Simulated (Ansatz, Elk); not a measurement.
# How far do independent atoms describe Be3Bi?

Structure refinements treat a crystal as free atoms side by side. For a made-up structure of Be3Bi (cell and positions from a PBE relaxation) the runs below show what the calculated density changes in F(hkl).

Calculated with Elk 11.2.3 (patched build); DFT, PBE, all-electron APW+lo, Dirac cores, scalar-relativistic bands, static density, no spin.

This account leaves out most program logs.

The structure was built from a prototype and need not be the compound's stable phase.

### 1. Set-up

It takes space group Pm-3m (No. 221, cubic). The conventional cell has a = 3.909 Å, b = 3.909 Å, c = 3.909 Å, α = 90.00°, β = 90.00°, γ = 90.00°. Nearest to Bi lie 12 Be at 2.76 Å. Be has 8 Be at 2.76 Å and 4 Bi at 2.76 Å nearest. Farther neighbours are not listed.

### 2. Ground state and structure factors

An all-electron density is needed, since X-rays see the cores too. Task 0 finds the density and task 195 Fourier-transforms it; tshift is off so that phases refer to the origin typed.

Input file elk.in:

```
tasks
  0
  195

xctype
  20

spinpol
  .false.

rgkmax
  7.0

gmaxvr
  14.0

lmaxo
  7

lmaxapw
  8

swidth
  0.002

tshift
  .false.

ramdisk
  .false.

hmaxvr
  5.5

maxscl
  120

epspot
  1e-06

sppath
  './'

avec
  7.38701830621 0.00000000000 0.00000000000
  0.00000000000 7.38701830621 -0.00000000000
  0.00000000000 -0.00000000000 7.38701830621

atoms
  2
  'Bi.in'
  1
  -0.0000000000 -0.0000000000 0.0000000000   0.000000 0.000000 0.000000
  'Be.in'
  3
  0.5000000000 0.5000000000 -0.0000000000   0.000000 0.000000 0.000000
  0.5000000000 0.0000000000 0.5000000000   0.000000 0.000000 0.000000
  0.0000000000 0.5000000000 0.5000000000   0.000000 0.000000 0.000000

ngridk
  6 6 6
```

Launch:

```sh
$ OMP_NUM_THREADS=4 elk
```

The job ended after 12 s (4 threads of Arm Neoverse V2, shared host; peak memory 0.15 GiB).

SFACRHO.OUT:

```text

h k l indices transformed by vhmat matrix:
   1.000000000       0.000000000       0.000000000    
   0.000000000       1.000000000       0.000000000    
   0.000000000       0.000000000       1.000000000    

      h      k      l  multipl.   |H|            Re(F)            Im(F)           |F|

      0      0      0      1   0.0000000       94.999999      0.67406335E-18   94.999999    
     -1      0      0      6  0.85057124       73.306580     -0.47816199E-15   73.306580    
      1     -1      0     12   1.2028894       69.521711     -0.27041756E-16   69.521711    
     -1     -1     -1      8   1.4732326       74.224786      0.13180043E-14   74.224786    
      0      0     -2      6   1.7011425       70.979272      0.11864716E-14   70.979272    
     -1     -2      0     24   1.9019351       61.715794     -0.49022373E-15   61.715794    
      1     -2      1     24   2.0834655       59.808352     -0.88451480E-15   59.808352    
      0      2     -2     12   2.4057788       62.837590     -0.68595418E-16   62.837590    
      0     -3      0      6   2.5517137       55.082642     -0.11630155E-14   55.082642    
     -1      2     -2     24   2.5517137       55.086035     -0.37525640E-15   55.086035    
      3      1      0     24   2.6897424       53.774045     -0.20283740E-16   53.774045    
      1     -3      1     24   2.8210257       58.492453      0.37216329E-15   58.492453    
     -2      2      2      8   2.9464652       57.272590     -0.77463378E-15   57.272590    
     -3      2      0     24   3.0667782       50.423649      0.23266605E-15   50.423649    
     -3      1      2     48   3.1825462       49.461046     -0.54390983E-15   49.461046    
      0     -4      0      6   3.4022850       53.030648      0.13133876E-14   53.030648    
      2     -2     -3     24   3.5069951       46.912275      0.24037430E-15   46.912275    
      4     -1      0     24   3.5069951       46.913647     -0.28950715E-15   46.913647
```

Elk indexes on the primitive cell of elk.in and gives |H| = 4π sin θ/λ in inverse bohr. Below, one row stands for each form hkl of the conventional cell (m members, Friedel mates merged), F is for one primitive cell and the density is static (no thermal factor). Free-atom factors are Waasmaier and Kirfel's, and R is Σm||F|−|F'||/Σm|F|.

| hkl | m | sin θ/λ (Å⁻¹) | abs F, DFT | neutral atoms | diff. |
| --- | --- | --- | --- | --- | --- |
| 100 | 6 | 0.128 | 73.307 | 73.494 | -0.188 |
| 110 | 12 | 0.181 | 69.522 | 69.592 | -0.070 |
| 111 | 8 | 0.222 | 74.225 | 74.287 | -0.062 |
| 200 | 6 | 0.256 | 70.979 | 71.177 | -0.198 |
| 210 | 24 | 0.286 | 61.716 | 61.732 | -0.016 |
| 211 | 24 | 0.313 | 59.808 | 59.787 | +0.021 |
| 220 | 12 | 0.362 | 62.838 | 62.817 | +0.021 |
| 300 | 6 | 0.384 | 55.083 | 55.070 | +0.013 |
| 221 | 24 | 0.384 | 55.086 | 55.070 | +0.016 |
| 310 | 24 | 0.405 | 53.774 | 53.768 | +0.006 |
| 311 | 24 | 0.424 | 58.492 | 58.498 | -0.005 |
| 222 | 8 | 0.443 | 57.273 | 57.266 | +0.007 |
| 320 | 24 | 0.461 | 50.424 | 50.421 | +0.002 |
| 321 | 48 | 0.479 | 49.461 | 49.455 | +0.006 |
| 400 | 6 | 0.512 | 53.031 | 53.065 | -0.035 |
| 322 | 24 | 0.527 | 46.912 | 46.901 | +0.011 |
| 410 | 24 | 0.527 | 46.914 | 46.901 | +0.013 |
| 411 | 24 | 0.543 | 46.158 | 46.146 | +0.012 |
| 330 | 12 | 0.543 | 46.160 | 46.146 | +0.015 |
| 331 | 24 | 0.557 | 50.446 | 50.491 | -0.045 |
| 420 | 24 | 0.572 | 49.667 | 49.717 | -0.050 |
| 421 | 48 | 0.586 | 44.126 | 44.111 | +0.015 |

### 3. The highest occupied states alone

An energy window below the Fermi level keeps the highest occupied states, to see at which angles they scatter; shallow core shells can lie inside it and anion s states outside. No new self-consistency is needed.

elk.in, as its differences from that of step 2:

```diff
@@ -1,3 +1,2 @@
 tasks
-  0
   195
@@ -40,2 +39,5 @@
 
+wsfac
+  -0.280290 0.570950
+
 sppath
```

Launch:

```sh
$ OMP_NUM_THREADS=4 elk
```

Wall time 4.8 s (4 threads); peak memory 0.16 GiB; 6.4 s of CPU time.

States within 15 eV below the Fermi level hold 11.00 electrons; any levels below the window count with the cores. Their amplitudes can exceed the total, where window and core parts have opposite phase:

```csv
hkl,sin θ/λ (Å⁻¹),"abs F, window","abs F, all"
100,0.128,0.952,73.307
110,0.181,0.320,69.522
111,0.222,0.434,74.225
200,0.256,0.173,70.979
210,0.286,0.116,61.716
211,0.313,0.079,59.808
220,0.362,0.137,62.838
300,0.384,0.003,55.083
221,0.384,0.000,55.086
310,0.405,0.019,53.774
```

### 4. Another try

In this try the input is made faulty on purpose, to show what that does.

The input is changed as shown.

elk.in, as its differences from that of step 3:

```diff
@@ -1,2 +1,3 @@
 tasks
+  0
   195
@@ -39,5 +40,2 @@
 
-wsfac
-  -0.280290 0.570950
-
 sppath
@@ -61,3 +59,3 @@
 
-ngridk
+ngrid
   6 6 6
```

Launch:

```sh
$ OMP_NUM_THREADS=4 elk
```

The job ended after 0.01 s (4 threads; peak memory 0.16 GiB).

The program refused the input before any cycle.

The program's message: “Error(readinput): invalid block name : ngrid”

A key was misspelt on purpose.

### 5. Another functional

The difference from free atoms is small, so it is set against the change that LDA (Perdew-Wang) makes.

elk.in, as its differences from that of step 4:

```diff
@@ -5,3 +5,3 @@
 xctype
-  20
+  3
 
@@ -59,3 +59,3 @@
 
-ngrid
+ngridk
   6 6 6
```

Launch:

```sh
$ OMP_NUM_THREADS=4 elk
```

Wall time 7.2 s (4 threads); peak memory 0.16 GiB.

Against the first run R = 0.04 %; the largest change is -0.038 at 620.

### 6. A coarser k-mesh

About half the k-points along each axis test the sampling.

elk.in, as its differences from that of step 5:

```diff
@@ -5,3 +5,3 @@
 xctype
-  3
+  20
 
@@ -60,2 +60,2 @@
 ngridk
-  6 6 6
+  3 3 3
```

Launch:

```sh
$ OMP_NUM_THREADS=4 elk
```

Wall time 8.9 s (4 threads); peak memory 0.16 GiB; 15 s of CPU time.

Against the first run R = 0.00 %; the largest change is -0.044 at 200.

### 7. Basis size

The basis and the expansions that go with it are enlarged, to see whether the differences are converged.

elk.in, as its differences from that of step 6:

```diff
@@ -11,12 +11,12 @@
 rgkmax
-  7.0
+  8.5
 
 gmaxvr
-  14.0
+  18.0
 
 lmaxo
-  7
+  9
 
 lmaxapw
-  8
+  10
 
@@ -60,2 +60,2 @@
 ngridk
-  3 3 3
+  6 6 6
```

Launch:

```sh
$ OMP_NUM_THREADS=4 elk
```

It took 28 s on 4 threads; peak memory 0.25 GiB; 67 s of CPU time.

Against the first run R = 0.00 %; the largest change is +0.001 at 330.

### 8. Settings against the effect

| run | R against the first run (%) | R against neutral atoms, low angle (%) | wall time |
| --- | --- | --- | --- |
| PBE, rgkmax 7 | 0.00 | 0.11 | 12 s |
| LDA (Perdew-Wang) | 0.04 | 0.11 | 7.2 s |
| k-mesh 3×3×3 | 0.00 | 0.12 | 8.9 s |
| rgkmax 8.5 with larger expansions | 0.00 | 0.11 | 28 s |

### 9. What came out

```
R against neutral atoms, sin θ/λ < 0.3 Å⁻¹ : 0.11 %
R against neutral atoms, 0.3 to 0.82 Å⁻¹   : 0.06 %
```

In words: Independent neutral atoms miss the calculated amplitudes by R = 0.11 % below 0.3 Å⁻¹ and 0.06 % from there to 0.82 Å⁻¹; by shells, 0.26 % below 0.15 Å⁻¹ (1 form), 0.09 % 0.15 to 0.3 (4 forms), 0.02 % 0.3 to 0.45 (7 forms), 0.07 % above 0.45 (36 forms). Bonding, aspherical density and the tables' own atoms all enter these figures, and the runs don't part them. The largest change of an amplitude is -0.20 electrons, at 200. The window's part falls from 11.0 electrons at the origin to at most 0.12 between 0.45 and 0.82 Å⁻¹. Below 0.3 Å⁻¹ the changes that finished (LDA (Perdew-Wang), k-mesh 3×3×3 and rgkmax 8.5 with larger expansions) move F by R = 0.02 % at most, against the 0.11 % that separates it from free atoms. Spin-orbit coupling is left out, which can matter for elements this heavy. Part of the difference isn't bonding: the tables are fits to free atoms and ions calculated by other methods than this functional. Thermal motion, anomalous dispersion and extinction are left out.

[Logs are printed without paths, hosts, clocks, repeated set-up lines and the standing remarks that a program may print on its own settings, such as how far it seeks lower states.]

[Hosts, paths, dates, database ids (printed as entryN), source tags and the programs' standing remarks are cut or masked in the printed files.]
